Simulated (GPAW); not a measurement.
# Polarising Mo2COS MXene monolayer with a field along the normal

The dipole of the cell at several fields, atoms fixed. What does the strongest field give, and what length does the slope stand for?

Set-up. GPAW 26.7.0, plane waves (500 eV), PAW setups, PBE, 12×12 mesh, a dipole layer in the vacuum; geometry relaxed without an applied field with GPAW. The cell's area is 8.59 Å², and e/ε0 = 180.95 V Å.

Results, with one row withheld:

| field (V/Å) | dipole (e Å) |
| --- | --- |
| −0.2 | −0.1069 |
| −0.1 | −0.0762 |
| −0.05 | −0.0608 |
| 0.05 | −0.0300 |
| 0.1 | −0.0146 |
| 0.2 | 0.0162 |
| 0.3 | ? |

Q: What is the dipole at 0.3 V/Å?

A: A line through the 6 points has the slope α = 0.308 e Å per V/Å and the intercept p₀ = −0.0454 e Å (r.m.s. residual 2.7e−05). At 0.3 V/Å it gives p = −0.0454 + 0.308 × 0.3 = 0.0470 e Å; the run gives 0.0471 e Å, so the response stays linear to 0.2 % of the induced part. Dividing by ε0 and the area: α/(ε0 A) = 0.308 × 180.95 / 8.59 = 6.48 Å, against 4.96 Å between the outer nuclei.

Caveats: This is the electronic response alone; ions that move would add to it in polar layers. No run was spin-polarised, so magnetic states weren't tested. Layers with unlike faces were relaxed with their cell in a fully periodic cell without the dipole layer, so their atoms felt a small spurious field.
